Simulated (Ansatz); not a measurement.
# Cu2Pd (built on the Li2Pt structure): following an unstable mode, part 3 of 3

Wanted: the energy along a soft mode of Cu2Pd (built on the Li2Pt structure) and the structure at the end.

Ansatz 0.2.0; DFT PBEsol, scalar-relativistic, plane waves, PAW.

So far. Step 5 (Energy along the mode, all amplitudes (two of the runs …): The lowest step is at 0.22 Å, 4.80 meV/atom below the parent, and the energy rises beyond it. Step 7 (The new phase in its own primitive cell): The largest force component left is 0.22 meV/Å and the pressure is 0.002 GPa, within the tolerances set. The cell now holds 12.57 Å³/atom.

The structure was built from a prototype and need not be the compound's stable phase.

## Step 8: Modes of the new phase

A relaxed structure may still be a saddle point, so its zone-centre modes are computed. No field response is asked, since the mesh shows no gap.

Contents of input.yaml:

```yaml
crystal:
  lattice:
    - [4.0980851676, 0.0, 0.0]
    - [-2.0490425838, 3.549045862, 0.0]
    - [0.0, 0.0, 2.5932032581]
  atoms:
    - { symbol: Cu, position: [0.3333333333, 0.6666666667, 0.5916217434] }
    - { symbol: Cu, position: [0.6666666667, 0.3333333333, 0.4083782566] }
    - { symbol: Pd, position: [0.0, 0.0, 0.0] }
kpoints:
  mp_grid: { grid: [12, 12, 16] }
hamiltonian:
  xc: pbesol
scf:
  occupations: { method: methfessel_paxton, width: 0.2 }
output:
  eigenvalues: true
phonons:
  method: dfpt
```

Command:

```console
$ ansatz run input.yaml --threads 8 --pin off --max-ram 14336MiB --backend cpu --events-out ev --progress --plain --runs-dir out
```

The log of the run:

```text
[...]
Crystal: 3 atoms, lattice volume = 37.716 Å³
Basis set: ecut = 420 eV, 717 PW (Γ), exchange–correlation on 60×60×36 points (8 copies of the dense FFT grid, shifted against one another)
Bands: 34, of which v1, the nominal top of the filled ones, is band 28 counted from 1 (27 counted from 0)
Symmetry: 12 space group operations
k-points: 632 of 2304 (irreducible under 2 space group operations, time reversal used)
[...]
SCF iter   1: F=—  HF=-20084.328697 eV  |F-HF|=—  |Δ(HF+E_count)|=         —  Δρ=1.68e-2  dr2=5.94e-2  ethr=1.77e-3  ⟨swp⟩=5.1  Hψ=81367  notcnv=0
[...]
SCF iter   8: F=-20084.314228 eV  HF=-20084.314228 eV  |F-HF|=7.28e-12  |Δ(HF+E_count)|=  2.18e-11  S|Δr|=    0.00e0  Δρ=8.81e-8  dr2=1.15e-12  ethr=1.00e-12  ⟨swp⟩=8.0  Hψ=103958  notcnv=0
SCF 1 converged in 8 iterations: F = -20084.314228 eV  dr2 = 1.15e-12
[...]
DFPT response loops at Γ: preconditioner auto → Kerker (q_TF=auto, 2.914 Å⁻¹) (partly filled bands, converged f_vac=0.000); β = 1.00, the filter's whole step (`scf.mixing.beta` (0.50) is not read by the response loops under this deck's `scf.mixing.preconditioner`; to damp them name `kerker` or `kerker_dos`, under which they read `scf.mixing.beta`, and type it under 1.00, their step now; both keys bind the ground state too); Broyden in place of MSR1
SCF converged after 8 iterations
[...]
Free energy (F): -20084.314228 eV
[...]
Internal energy: -20084.312870 eV  (E = F + TS)
E sigma→0 (E₀):  -20084.313889 eV
Entropy (-TS):   -0.001358 eV (-0.453 meV/atom)
Fermi energy:    18.081490 eV
[...]
--- Band table (eV; the first three rows and the last of 632) ---
  k-point 0: bands = [... 24 lower, 16.3523, 16.3523, 17.3189, 17.3189, 24.0167, 24.0167, 24.2298, 24.7369, ... 2 higher]
  k-point 1: bands = [... 24 lower, 16.3540, 16.3540, 17.2973, 17.2973, 24.1702, 24.1702, 24.2654, 24.7799, ... 2 higher]
  k-point 2: bands = [... 24 lower, 16.3966, 16.3966, 17.2470, 17.2470, 24.3745, 24.5828, 24.5828, 24.9290, ... 2 higher]
  k-point 631: bands = [... 24 lower, 16.8059, 17.0730, 17.8177, 19.4044, 19.9350, 22.5447, 23.7199, 23.9992, ... 2 higher]
--- Phonons (Γ-DFPT): 4 representative perturbations + reference, on 632 of 2304 k-points (Σ response iterations 15) ---
  k mesh reduced under 2 symmetry operations, with k and −k counted as one. Each operation leaves every solved perturbation unchanged. A smaller set is not used because it would not reduce the number of displacements times k-points to solve
  ASR residual: 4.329e-5 → 0.000e0 eV/Å²; symmetrization residual: 1.795e-5 eV/Å²
  ASR residual per site (eV/Å²): 3.20e-5 3.20e-5 4.33e-5
  Γ frequencies (cm⁻¹): 0.00 0.00 0.00 66.97 119.73 186.45 186.45 239.03 239.03
  non-analytic LO–TO correction: not included (Born effective charges unavailable; polar crystals: no LO–TO splitting at Γ)
```

Wall time 43 s (8 threads of Intel Xeon Platinum 8488C (Sapphire Rapids), shared host); peak memory 2.5 GiB.

This step gave:

```
sum-rule residual before enforcement                    : 4.33e-5 eV/Å²
point group                                             : -3m
highest optical mode at the zone centre (no LO-TO term) : 239.0 cm⁻¹
lowest optical zone-centre mode                         : 66.97 cm⁻¹
```

Patterns of degenerate modes are one choice out of their space. The modes at Γ (shares of kinetic energy by element, %):

| mode | frequency (cm⁻¹) | symmetry | Cu % | Pd % |
| --- | --- | --- | --- | --- |
| 1 | 0.0 | acoustic | 54 | 46 |
| 2 | 0.0 | acoustic | 54 | 46 |
| 3 | 0.0 | acoustic | 54 | 46 |
| 4 | 67.0 | A1g | 100 | 0 |
| 5 | 119.7 | A2u | 46 | 54 |
| 6 | 186.4 | Eu | 46 | 54 |
| 7 | 186.4 | Eu | 46 | 54 |
| 8 | 239.0 | Eg | 100 | 0 |
| 9 | 239.0 | Eg | 100 | 0 |

Displacements in mode 4 (67.0 cm⁻¹), the largest set to 1:
```
Cu1  0.00  0.00 -1.00
Cu2  0.00  0.00  1.00
Pd3  0.00  0.00  0.00
```

Displacements in mode 8 (239.0 cm⁻¹), the largest set to 1:
```
Cu1 -1.00  0.00  0.00
Cu2  1.00  0.00  0.00
Pd3  0.00  0.00  0.00
```

Before it was imposed, the acoustic sum rule was missed by 4.3e-5 eV/Å². Small misses are needed for a sound result but don't prove that mesh and cutoff are converged. The lowest optical mode is real, 67.0 cm⁻¹.

## Step 9: The phases reached

The phases reached along the modes that were followed are set side by side.

Energies are those of the first relaxation, on the mesh of the frozen mode; space group, volume and gap are those of the last relaxation. Phases, by row:

| mode frozen in | space group | energy from parent (meV/atom) | volume (Å³/atom) | gap on mesh (eV) | lowest zone-centre optical mode (cm⁻¹) | largest shift (Å) |
| --- | --- | --- | --- | --- | --- | --- |
| parent | P6/mmm | 0 | 12.59 | 0 | – | – |
| q = (0, 0, 0), 50i cm⁻¹ | P-3m1 | -5.01 | 12.57 | 0 | 67 | 0.238 |

## Step 10: What came out

| Property | Result |
| --- | --- |
| unstable mode of the parent | q = (0, 0, 0), 50i cm⁻¹ |
| depth at the lowest point sampled | 4.80 meV/atom |
| largest atomic shift at that point | 0.22 Å |
| space group reached | P-3m1 |
| energy gained over the parent (first relaxation, on the mesh of the frozen mode) | 5.01 meV/atom |
| volume per atom, phase reached | 12.6 Å³ |
| lowest optical zone-centre mode, phase reached | 67.0 cm⁻¹ |
| highest optical mode at the zone centre (no LO-TO term), phase reached | 239 cm⁻¹ |

What this shows: Along this mode the structure falls into P-3m1, 5.01 meV/atom below the parent. At the parent's cell the well is 4.796 meV/atom deep on the steps tried, with its lowest point at a shift of 0.22 Å. Relaxing atoms and cell changes the gain by +0.21 meV/atom against the lowest step (energies at zero smearing). The new phase has no imaginary mode at the zone centre of its cell; other wavevectors were not checked. Each path keeps the symmetry of its pattern, so a lower phase may lie along a pattern not tried. With no gap, or one that is small against the smearing, the frequencies hang on the k mesh and the smearing, most of all near Kohn anomalies. A phonon run warned that its eigensolver left some bands unconverged in a pass. The starting cell was built on a prototype and not taken from a measurement, so the phase need not exist.

[Long decimals in the printed logs are rounded to 6 places.]

[Logs are printed without paths, hosts, clocks, repeated set-up lines and the standing remarks that a program may print on its own settings, such as how far it seeks lower states.]

[Hosts, paths, dates, database ids (printed as entryN), source tags and the programs' standing remarks are cut or masked in the printed files.]

[Where the starting crystal was built by hand or by swapping elements, it need not be the compound's stable phase.]
